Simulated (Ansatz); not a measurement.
# Ge(100) slab, H on both faces (108 atoms): geometry optimisation, part 2 of 2

Aim: bring Ge(100) slab, H on both faces (108 atoms) to a nearby minimum of the energy and see what moves.

Ansatz 0.2.0; Kohn-Sham DFT, revPBE, PAW (set soft_2), plane waves.

The cell: 72 Ge and 36 H. The Brillouin zone is sampled at Γ only, in a cell whose shortest periodic width is 12 Å.

So far. Step 3 (Relaxation): The relaxation changed the energy by -30.3 meV/atom, and atoms moved by 0.64 Å r.m.s., 1.3 Å at most.

## 5. Single point at the relaxed geometry

One more single point at the end of the walk gives the fuller output and checks the residual forces.

File input.yaml:

```yaml
crystal:
  lattice:
    - [12.00243, 0.0, 0.0]
    - [0.0, 12.00243, 0.0]
    - [0.0, 0.0, 23.66819]
  atoms:
    - { symbol: Ge, position: [0.16921, 0.12673, 0.29055] }
    - { symbol: Ge, position: [0.00228, 0.16296, 0.34692] }
    - { symbol: Ge, position: [0.0021, 0.32972, 0.40834] }
    - { symbol: Ge, position: [0.16871, 0.99388, 0.46965] }
    [... 98 atom lines left out ...]
    - { symbol: H, position: [0.83623, 0.30574, 0.77036] }
    - { symbol: H, position: [0.83417, 0.48138, 0.71628] }
    - { symbol: H, position: [0.83868, 0.66527, 0.28397] }
    - { symbol: H, position: [0.83405, 0.84076, 0.22968] }
    - { symbol: H, position: [0.8344, 0.8148, 0.71615] }
    - { symbol: H, position: [0.8362, 0.63925, 0.77033] }
kpoints:
  mp_grid: { grid: [1, 1, 1] }
hamiltonian:
  xc: revpbe
scf:
  occupations: { method: fermi_dirac, width: 0.025 }
output:
  forces: true
  populations: true
  dos:
    method: { smearing: { sigma: 0.08 } }
    de: 0.1
    projected:
      site_lists:
        Ge: [Ge]
        H: [H]
        slab: [0, 1, 2, 3, 4, 5, 6, 7, 8, 9, 10, 11, 12, 13, 14, 15, 16, 17, 18, 19, 20, 21, 22, 23, 24, 25, 26, 27, 28, 29, 30, 31, 32, 33, 34, 35, 36, 37, 38, 39, 40, 41, 42, 43, 44, 45, 46, 47, 48, 49, 50, 51, 52, 53, 54, 55, 56, 57, 58, 59, 60, 61, 62, 63, 64, 65, 66, 67, 68, 69, 70, 71]
        hydrogen: [72, 73, 74, 75, 76, 77, 78, 79, 80, 81, 82, 83, 84, 85, 86, 87, 88, 89, 90, 91, 92, 93, 94, 95, 96, 97, 98, 99, 100, 101, 102, 103, 104, 105, 106, 107]
  eigenvalues: true
  write_density: true
  write_potential: true
  volumetric_format: npy
```

The run is started by

```console
$ ansatz run input.yaml --threads 4 --pin off --max-ram 8192MiB --backend cpu --events-out ev --progress --plain --runs-dir out
```

Run time: 2 min. Hardware: 4 threads of Arm Neoverse V1, shared host; peak memory 4.8 GiB.

The program notes that the exchange-correlation potential is rough where the density is thin.

The run gave:

- free energy: -310088.7660 eV
- free energy per atom: -2871.1923 eV/atom
- SCF cycles: 11
- r.m.s. force component: 0.00164 eV/Å
- longest force: 0.0081 eV/Å
- Fermi energy: 2.489 eV
- gap (highest filled to lowest empty level): 1.248 eV
- potential in mid-vacuum, over the Fermi level: 3.753 eV
- potential 4.5 Å over the upper face: 3.754 eV
- potential 4.5 Å under the lower face: 3.752 eV
- spilling of the projection: 0.002355

Löwdin charges by element and coordination (they lack the spilled electrons, 0.023 e an atom on average):

| element | coordination | atoms | mean charge (e) | spread | least | most |
| --- | --- | --- | --- | --- | --- | --- |
| Ge | all | 72 | 0.0625 | 0.0782 | 0.007 | 0.198 |
| H | all | 36 | -0.0567 | 0.0225 | -0.0797 | -0.0338 |

By region:

| region | atoms | mean length of the force (eV/Å) |
| --- | --- | --- |
| slab | 72 | 0.003 |
| hydrogen | 36 | 0.002 |

States in the cell by windows of 1 eV, zero at the Fermi level; the larger projections on atomic orbitals stand beside the total:

| from (eV) | to (eV) | total | slab | Ge p | Ge s | H s | hydrogen |
| --- | --- | --- | --- | --- | --- | --- | --- |
| -14 | -13 | 0.0 | 0.0 | 0.0 | 0.0 | 0.0 | 0.0 |
| -13 | -12 | 4.2 | 3.8 | 0.4 | 3.5 | 0.3 | 0.3 |
| -12 | -11 | 24.4 | 22.9 | 5.1 | 17.8 | 1.4 | 1.4 |
| -11 | -10 | 33.7 | 30.4 | 7.5 | 22.9 | 3.1 | 3.1 |
| -10 | -9 | 14.3 | 12.4 | 3.3 | 9.2 | 1.8 | 1.8 |
| -9 | -8 | 21.0 | 18.9 | 6.7 | 12.2 | 2.0 | 2.0 |
| -8 | -7 | 22.2 | 20.1 | 9.3 | 10.8 | 1.9 | 1.9 |
| -7 | -6 | 16.1 | 14.9 | 7.4 | 7.4 | 1.1 | 1.1 |
| -6 | -5 | 29.9 | 19.0 | 14.7 | 4.2 | 10.6 | 10.6 |
| -5 | -4 | 28.2 | 24.2 | 23.1 | 1.0 | 3.7 | 3.7 |
| -4 | -3 | 45.4 | 38.4 | 36.1 | 2.2 | 6.7 | 6.7 |
| -3 | -2 | 52.2 | 47.6 | 46.6 | 0.9 | 4.4 | 4.4 |
| -2 | -1 | 27.5 | 26.4 | 26.1 | 0.4 | 0.9 | 0.9 |
| -1 | 0 | 4.7 | 4.6 | 4.6 | 0.0 | 0.1 | 0.1 |
| 0 | 1 | 22.6 | 20.9 | 10.6 | 10.3 | 0.9 | 0.9 |
| 1 | 2 | 42.7 | 37.7 | 26.9 | 10.8 | 1.5 | 1.5 |
| 2 | 3 | 46.7 | 35.5 | 27.0 | 8.5 | 5.7 | 5.7 |
| 3 | 4 | 52.0 | 33.1 | 30.0 | 3.1 | 3.3 | 3.3 |

The curve was stored every 0.10 eV, coarse against its broadening of 0.08 eV, so these counts are rough.

Between -25 and -14 eV lie 720 more states.

The levels nearest the highest filled one (over half full), pooled over k-points and spins:

| level less the highest filled one (eV) | occupation |
| --- | --- |
| -0.474 | 2 |
| -0.454 | 2 |
| -0.363 | 2 |
| -0.354 | 2 |
| -0.354 | 2 |
| 0 | 2 |
| 1.25 | 0 |
| 1.25 | 0 |
| 1.31 | 0 |
| 1.37 | 0 |
| 1.37 | 0 |
| 1.46 | 0 |

Planar average of the electrostatic potential energy along the normal, with the Fermi level as zero, after a running mean with a triangular window 4 Å wide at its base:

| height (Å) | potential energy (eV) |
| --- | --- |
| 0.0 | 3.75 |
| 0.7 | 3.75 |
| 1.3 | 3.75 |
| 2.1 | 3.75 |
| 2.7 | 3.74 |
| 3.4 | 3.68 |
| 4.0 | 3.46 |
| 4.7 | 2.70 |
| 5.3 | 1.37 |
| 6.1 | -0.86 |
| 6.7 | -2.75 |
| 7.4 | -4.09 |
| 8.1 | -4.50 |
| 8.7 | -4.33 |
| 9.5 | -4.25 |
| 10.1 | -4.20 |
| 10.8 | -4.20 |
| 11.4 | -4.21 |
| 12.1 | -4.19 |
| 12.7 | -4.23 |
| 13.5 | -4.19 |
| 14.1 | -4.26 |
| 14.8 | -4.29 |
| 15.4 | -4.50 |
| 16.1 | -4.24 |
| 16.9 | -3.14 |
| 17.5 | -1.36 |
| 18.2 | 0.97 |
| 18.8 | 2.44 |
| 19.5 | 3.38 |
| 20.1 | 3.65 |
| 20.9 | 3.74 |
| 21.4 | 3.75 |
| 22.2 | 3.75 |
| 22.8 | 3.75 |
| 23.5 | 3.75 |

Valence density in the cb plane at fractional x = 0.165, with atoms of Ge and H within 0.2 Å of it. It is the smooth field of the valence electrons, not physical close to the nuclei.

Ten steps, logarithmic in the rise over the least value, from '0' (0 e/Å³) to '9' (36 e/Å³), each cell a mean:
```
00000001488410000000001135322310000000000000
00000000123211100000000011111100000000000000
00000000001123311000000000000000000000000000
10000000001148841000000012100000000000000000
21000000001148841000000013210000000000000000
20000000011123210000000122210000000000000000
10000001133211000000000257521000000000000000
00000001488410000000001379732210000000000000
00000001488410000000001135322310000000000000
00000000122211100000000011111100000000000000
00000000001123310000000000000000000000000000
10000000001148841000000012100000000000000000
21000000001148841000000013210000000000000000
20000000011122210000000122210000000000000000
10000001133211000000000257521000000000000000
00000001488410000000001379732210000000000000
00000001488410000000001135322310000000000000
00000000122211100000000011111100000000000000
00000000001123310000000000000000000000000000
10000000001148841000000012100000000000000000
21000000001148841000000013210000000000000000
20000000011123210000000122210000000000000000
10000001233211000000000257521000000000000000
00000001488410000000001379732210000000000000
```
Columns run along c (16.0 Å, from fractional 0.32 to 1.00 of the cell), rows up along b (12.0 Å). Atoms in or near the plane, at fractional coordinates: Ge at (0.47, 0.99), Ge at (0.53, 0.16), Ge at (0.71, 0.02), Ge at (0.47, 0.33), Ge at (0.53, 0.49), Ge at (0.71, 0.35), Ge at (0.47, 0.66), Ge at (0.53, 0.83), Ge at (0.71, 0.69), H at (0.77, 0.97), H at (0.72, 0.15), H at (0.77, 0.31), H at (0.72, 0.48), H at (0.77, 0.64) and more.

Electrostatic potential energy in the cb plane at fractional x = 0.165, with atoms of Ge and H within 0.2 Å of it. With pseudopotentials it is smooth inside the atoms' cores, unlike the true potential.

Ten even steps from '0' (-36 eV) to '9' (6 eV), each cell a mean:
```
99999999999999999845999999986100168999999998
99999999999999999999999999998544578889999999
99999999999999888877899999999988753358999999
99999999999999416522368999999998610015899999
99999999999999756200048999999998610015899999
99999999999999997300158999999888754458999999
99999999999999999754689999998533578899999998
99999999999999999723899999985100168999999998
99999999999999999845999999986100168999999998
99999999999999999999999999998644578889999999
99999999999999889887899999999988753358999999
99999999999999406522368999999998610015899999
99999999999999756200048999999998610015899999
99999999999999997300158999999888754458999999
99999999999999999754689999998533578889999998
99999999999999999723899999985100168999999998
99999999999999999845999999986100168999999998
99999999999999999999999999998644578889999999
99999999999999888877899999999988753358999999
99999999999999406522368999999998610015899999
99999999999999766200048999999998610015899999
99999999999999997300158999999888754458999999
99999999999999999754689999998533578899999998
99999999999999999723899999985100168999999998
```
Columns run along c (16.0 Å, from fractional 0.00 to 0.68 of the cell; values clipped at the 3rd and 97th percentile), rows up along b (12.0 Å). Atoms in or near the plane, at fractional coordinates: Ge at (0.29, 0.13), Ge at (0.47, 0.99), Ge at (0.53, 0.16), Ge at (0.29, 0.46), Ge at (0.47, 0.33), Ge at (0.53, 0.49), Ge at (0.29, 0.79), Ge at (0.47, 0.66), Ge at (0.53, 0.83), H at (0.28, 0.00), H at (0.23, 0.17), H at (0.23, 0.51), H at (0.28, 0.33), H at (0.28, 0.67) and more.

Mean Löwdin charges: Ge +0.06, H -0.06 e. Charges this small depend on the projection, at times even in sign. The largest share in the top eV of filled states is Ge p (96 % of the projected weight), and in the lowest eV of empty states Ge p (59 % of the projected weight). The potential stands 4.37 eV above the highest filled level over the upper face and 4.37 eV under the lower one, which reads the ionisation potential at this level (an upper bound, if the band top lies off the mesh).

Local excerpt of 13 atoms (numbers count through the whole input) about Ge8, whose charge lies farthest from its element's mean; x, y, z are measured from there.

| atom | x | y | z | distance (Å) | bonds | Löwdin charge (e) |
| --- | --- | --- | --- | --- | --- | --- |
| Ge8 | 0.00 | 0.00 | 0.00 | 0.00 | 4 | 0.20 |
| H76 | 0.01 | 1.54 | 0.16 | 1.55 | 1 | -0.08 |
| H75 | -0.01 | -0.57 | 1.44 | 1.55 | 1 | -0.03 |
| Ge7 | -2.00 | -0.40 | -1.34 | 2.44 | 4 | 0.01 |
| Ge31 | 2.00 | -0.42 | -1.34 | 2.44 | 4 | 0.01 |
| H84 | 0.02 | -2.46 | 0.16 | 2.47 | 1 | -0.08 |
| H79 | 0.00 | 3.43 | 1.44 | 3.72 | 1 | -0.03 |
| Ge30 | 2.00 | 1.59 | -2.79 | 3.78 | 4 | 0.03 |
| Ge6 | -2.00 | 1.61 | -2.79 | 3.79 | 4 | 0.03 |
| Ge32 | 4.00 | 0.00 | 0.00 | 4.00 | 4 | 0.20 |
| Ge16 | 0.00 | 4.00 | 0.00 | 4.00 | 4 | 0.20 |
| Ge24 | 0.01 | -4.00 | 0.00 | 4.00 | 4 | 0.20 |
| Ge56 | -4.00 | 0.00 | 0.00 | 4.00 | 4 | 0.20 |

## 6. Summary of results

```
energy change in the relaxation                  : -30.27 meV/atom
r.m.s. displacement                              : 0.636 Å
largest displacement                             : 1.324 Å
free energy per atom                             : -2871.1923 eV/atom
r.m.s. force component                           : 0.00164 eV/Å
gap (highest filled to lowest empty level) : 1.248 eV
potential in mid-vacuum, over the Fermi level    : 3.753 eV
wall time of the 3 DFT runs                      : 19 min
```

**Reading.** Relaxation lowers the energy by 30.3 meV/atom and moves atoms by 0.64 Å r.m.s.; the r.m.s. force component goes from 0.37 to 0.0016 eV/Å, and the gap from 1.05 to 1.25 eV. By the final cutoffs no bond was broken or made. First to last step the energy falls by 3.269 eV; the largest move, 1.32 Å, is that of H77 and 2 other atoms alike. The Ge-H bonds change most in mean length: from 1.528 Å (spread 0.029) to 1.548 Å (spread 0.001). Counting bonds as in the table, all Ge atoms have 4 and all H atoms have 1 bonded neighbour. Between filled and empty levels lie 1.25 eV at Γ alone; the mesh holds the band edges only if they fold onto it, so the gap at this level can be narrower or closed, and states at the surface or the caps may set it. The potential stands 4.37 eV above the highest filled level over the upper face and 4.37 eV under the lower one, which reads the ionisation potential at this level (an upper bound, if the band top lies off the mesh).

[Long decimals in the printed logs are rounded to 6 places.]

[Logs are printed without paths, hosts, clocks, repeated set-up lines and the standing remarks that a program may print on its own settings, such as how far it seeks lower states.]

[Hosts, paths, dates, database ids (printed as entryN), source tags and the programs' standing remarks are cut or masked in the printed files.]

[A walk said to have stopped at its limit may instead have ended on an SCF cycle that didn't converge.]
